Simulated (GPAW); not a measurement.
# Surface energy and work function of Au(110) from slabs of 4 to 14 layers (PBE)

How do energy and work function of Au(110) films settle with thickness, and what surface energy follows?

How it was computed: GPAW 26.7.0, plane waves at 450 eV with PAW setups; symmetric 1×1 slabs cut at the tabulated lattice constant (two decimals; low-temperature values for the alkali metals), atoms at bulk places, 7.5 Å of vacuum on each side, one in-plane mesh for all thicknesses, Fermi-Dirac smearing of 0.1 eV. Energies are extrapolated to zero smearing and count from the program's reference atoms. Functional PBE. The cell's area is 11.771 Å².

Results, with one row withheld:

| layers | energy (eV) | work function (eV) |
| --- | --- | --- |
| 4 | −11.1537 | 4.97 |
| 5 | −14.2913 | 4.97 |
| 6 | −17.3704 | 4.96 |
| 7 | −20.4980 | 4.95 |
| 8 | −23.5802 | 4.98 |
| 9 | −26.7070 | 4.94 |
| 10 | −29.7968 | 4.99 |
| 11 | −32.9097 | 4.94 |
| 12 | −36.0018 | 4.98 |
| 14 | ? | ? |

**Question.** What surface energy do these runs give, and what energy and work function should the 14-layer slab have?

**Working.** A slab of n layers has E(n) = nε + 2Aγ once its middle is bulk-like. A line through n = 6 to 12 has the slope ε = −3.1048 eV a layer and the intercept 2Aγ = 1.2483 eV (r.m.s. residual 9.3 meV). So γ = 1.2483 / (2 × 11.771 Å²) = 0.0530 eV/Å² = 0.85 J/m², with a standard error of about 0.01 J/m² from the scatter about the line. For 14 layers: 1.2483 + 14 × (−3.1048) = −42.219 eV; the run gives −42.212 eV, 6.9 meV over the line. The work function has no such law: from 6 to 12 layers it moves between 4.94 and 4.99 eV (mean 4.96), and the 14-layer slab gives 4.98 eV. The thinnest slab, 4 layers, lies +0.01 eV from that mean. The values go up and down with thickness, as expected where levels confined across the film cross the Fermi level one by one. The measured value for this face is 5.16 eV (“Anisotropic work function of elemental crystals” (2019, arxiv:1902.07811)), for a face that reconstructs.

**Limits.** The surfaces are unrelaxed, so γ is an upper bound for this functional and lattice constant. The tabulated lattice constant isn't the functional's own, which strains the slab a little. Spin-orbit coupling is left out.
